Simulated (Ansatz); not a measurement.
# Changed inputs in constrained RPA: KRhO3 (cubic perovskite) (Pm-3m), part 2 of 2

Aim: hold the target of a cRPA run on KRhO3 (cubic perovskite) (Pm-3m) and move one thing at a time.

Ansatz 0.2.0; constrained RPA on LDA, plane waves, PAW.

So far. Step 4 (Changed: accuracy high): On the Rh d shell, screening brings the on-site interaction from 18.2 eV down to U = 9.28 eV. Step 5 (Changed: smooth pair densities): On the Rh d shell, screening brings the on-site interaction from 18.2 eV down to U = 9.31 eV.

The structure was built from a prototype and need not be the compound's stable phase.

### Step 7. Changed: volume -3 %

The cell differs from the one that the last finished run ended in (a 3.833 → 3.794 Å, b 3.833 → 3.794 Å, c 3.833 → 3.794 Å).

Contents of input.yaml:

```yaml
crystal:
  lattice:
    - [0.0, -3.7942234203, 0.0]
    - [0.0, 0.0, 3.7942234203]
    - [-3.7942234203, 0.0, 0.0]
  atoms:
    - { symbol: K, position: [0.0, 0.0, 0.0] }
    - { symbol: Rh, position: [0.5, 0.5, 0.5] }
    - { symbol: O, position: [0.5, 0.5, 0.0] }
    - { symbol: O, position: [0.5, 0.0, 0.5] }
    - { symbol: O, position: [0.0, 0.5, 0.5] }
kpoints:
  mp_grid: { grid: [6, 6, 6] }
hamiltonian:
  xc: lda
scf:
  occupations: { method: gaussian, width: 0.08 }
  n_extra_bands: 19
  max_iter: 150
  lower_state_search: "off"
output:
  crpa:
    kmesh: [4, 4, 4]
    target_bands: [v11, c3]
    projections: [{ species: Rh, l: d, shell: 4 }, { species: O, l: p, shell: 2 }]
  local_orbitals:
    kmesh: [8, 8, 8]
    orbitals: [{ species: Rh, l: d, shell: 4 }, { species: O, l: p, shell: 2 }]
    window: { bands: [v11, c3] }
    seedname: lo
```

Command:

```console
$ ansatz run input.yaml --threads 4 --pin off --max-ram 9216MiB --backend cpu --events-out ev --progress --plain --runs-dir out
```

Numbers of over 12 decimals in the logs are rounded to 6 here.

The log of the run:

```text
[...]
Crystal: 5 atoms, lattice volume = 54.622 Å³
Basis set: ecut = 420 eV, 1045 PW (Γ)
Bands: 41, of which v1, the nominal top of the filled ones, is band 22 counted from 1 (21 counted from 0)
Symmetry: 48 space group operations
[...]
k-points: 20 of 216
[...]
screened: U = 8.8495 eV, U' = 7.3383 eV, J = 0.7633 eV
      screened, to within: U = 1.5e-2 eV, U' = 1.5e-2 eV, J = 1.2e-3 eV
      bare: V = 19.7248 eV, V' = 17.8262 eV, J = 0.9561 eV
    Site 4, 2P, 3 of 3 p orbitals (Wannier functions 12, 13, 14; wannier90's mr 1, 2, 3):
      screened: U = 8.8495 eV, U' = 7.3383 eV, J = 0.7633 eV
      screened, to within: U = 1.5e-2 eV, U' = 1.5e-2 eV, J = 1.2e-3 eV
      bare: V = 19.7248 eV, V' = 17.8262 eV, J = 0.9561 eV
[...]
[key lines of the parts left out:]
SCF converged after 7 iterations
Free energy (F): -9437.657255 eV
Fermi energy:    10.811683 eV
```

Run time: 2.8 min. Hardware: 4 threads of Arm Neoverse V1, shared host; peak memory 0.66 GiB.

Numbers from this step:

* U: 9.211 eV
* U prime (inter-orbital): 8.096 eV
* J: 0.5546 eV
* bare V: 18.15 eV
* bare J: 0.7029 eV
* stated bound on U: 0.01781 eV
* U over bare V: 0.5075
* electrons in the window: 22.00
* head of the constrained inverse dielectric matrix: 0.4220
* least eigenvalue of the projection's overlap: 0.7633
* target functions: 14
* bands in the sums: 50
* r.m.s. miss of the model bands: 1.58e-4 eV
* width of the target bands: 14.59 eV
* weight of the projected orbitals in the window: 0.9452

On the Rh d shell, screening brings the on-site interaction from 18.1 eV down to U = 9.21 eV.

### Step 8. Changed: potentials

This step: constrained RPA on LDA, plane waves, norm-conserving pseudopotentials.

input.yaml, the sections that differ from step 7:

```yaml
crystal:
  lattice:
    - [0.0, -3.83294266, 0.0]
    - [0.0, 0.0, 3.83294266]
    - [-3.83294266, 0.0, 0.0]
  atoms:
    - { symbol: K, position: [0.0, 0.0, 0.0] }
    - { symbol: Rh, position: [0.5, 0.5, 0.5] }
    - { symbol: O, position: [0.5, 0.5, 0.0] }
    - { symbol: O, position: [0.5, 0.0, 0.5] }
    - { symbol: O, position: [0.0, 0.5, 0.5] }
hamiltonian:
  xc: lda
  pseudopotentials: { kind: nc }
output:
  crpa:
    kmesh: [4, 4, 4]
    target_bands: [v11, c3]
    projections: [{ species: Rh, l: d, shell: 4 }, { species: O, l: p, shell: 2 }]
# kpoints, scf: as in step 7
```

The log of the run:

```text
[...]
Crystal: 5 atoms, lattice volume = 56.311 Å³
Basis set: ecut = 1197.300995 eV, 5257 PW (Γ)
Bands: 41, of which v1, the nominal top of the filled ones, is band 22 counted from 1 (21 counted from 0)
Symmetry: 48 space group operations
[...]
k-points: 20 of 216
[...]
screened: U = 8.9063 eV, U' = 7.3970 eV, J = 0.7615 eV
      screened, to within: U = 1.5e-2 eV, U' = 1.5e-2 eV, J = 1.2e-3 eV
      bare: V = 19.7595 eV, V' = 17.8594 eV, J = 0.9561 eV
    Site 4, 2P, 3 of 3 p orbitals (Wannier functions 12, 13, 14; wannier90's mr 1, 2, 3):
      screened: U = 8.9063 eV, U' = 7.3970 eV, J = 0.7615 eV
      screened, to within: U = 1.5e-2 eV, U' = 1.5e-2 eV, J = 1.2e-3 eV
      bare: V = 19.7595 eV, V' = 17.8594 eV, J = 0.9561 eV
[...]
[key lines of the parts left out:]
SCF converged after 9 iterations
Free energy (F): -5352.307049 eV
Fermi energy:    10.350590 eV
```

Elapsed: 12 min, on 4 threads; peak memory 1.4 GiB; 45 min of CPU time.

This step gave:

* U: 9.293 eV
* U prime (inter-orbital): 8.184 eV
* J: 0.5518 eV
* bare V: 18.17 eV
* bare J: 0.7029 eV
* stated bound on U: 0.01882 eV
* U over bare V: 0.5116
* electrons in the window: 22.00
* head of the constrained inverse dielectric matrix: 0.4284
* least eigenvalue of the projection's overlap: 0.7645
* target functions: 14
* bands in the sums: 50
* width of the target bands: 14.02 eV
* weight of the projected orbitals in the window: 0.9470

On the Rh d shell, screening brings the on-site interaction from 18.2 eV down to U = 9.29 eV.

### Step 9. Side by side

Times are wall times on 4 threads of Arm Neoverse V1, shared host, good to a factor of about two.

| run | bare V (eV) | U (eV) | J (eV) | bound on U (eV) | width (eV) | time |
| --- | --- | --- | --- | --- | --- | --- |
| target window | 18.16 | 9.272 | 0.556 | 0.0185 | 14.03 | 3.1 min |
| 2×2×2 mesh | 18.31 | 9.339 | 0.559 | 0.0158 | 14.03 | 15 s |
| accuracy high | 18.16 | 9.275 | 0.556 | 0.0010 | 14.03 | 5.4 min |
| smooth pair densities | 18.16 | 9.309 | 0.574 | 0.0164 | 14.03 | 2.7 min |
| volume -3 % | 18.15 | 9.211 | 0.555 | 0.0178 | 14.59 | 2.8 min |
| potentials | 18.17 | 9.293 | 0.552 | 0.0188 | 14.02 | 12 min |

### Step 10. Results

```yaml
target_window: U 9.27 eV, J 0.56 eV
2x2x2_mesh: U 9.34 eV, J 0.56 eV
accuracy_high: U 9.28 eV, J 0.56 eV
smooth_pair_densities: U 9.31 eV, J 0.57 eV
volume_minus_3: U 9.21 eV, J 0.55 eV
potentials: U 9.29 eV, J 0.55 eV
```

2×2×2 mesh moves U by +0.07 eV at 0.079 times the time. Accuracy high moves U by +0.003 eV (within the solver's bounds, for the mean over orbitals). Smooth pair densities moves U by +0.04 eV. Volume -3 % moves U by −0.06 eV. Potentials moves U by +0.02 eV (within the solver's bounds, for the mean over orbitals) at 3.8 times the time. The printed bound covers the solver alone, not the mesh, and no denser mesh than the base was run. The parent state is non-magnetic and the interaction static (zero frequency); U depends on the window and the orbitals, so it belongs to this model alone. A window that holds the anion p bands defines a model with explicit ligands; its U belongs to that model and is not the U of DFT+U.

[Paths, hosts, dates, memory and timing lines, banners, echoed tables and standing remarks are left out of the program output.]

[Logs are printed without paths, hosts, clocks, repeated set-up lines and the standing remarks that a program may print on its own settings, such as how far it seeks lower states.]

[Runs of the session that timed out or met a known fault of the program may be left out.]

[Hosts, paths, dates, database ids (printed as entryN), source tags and the programs' standing remarks are cut or masked in the printed files.]
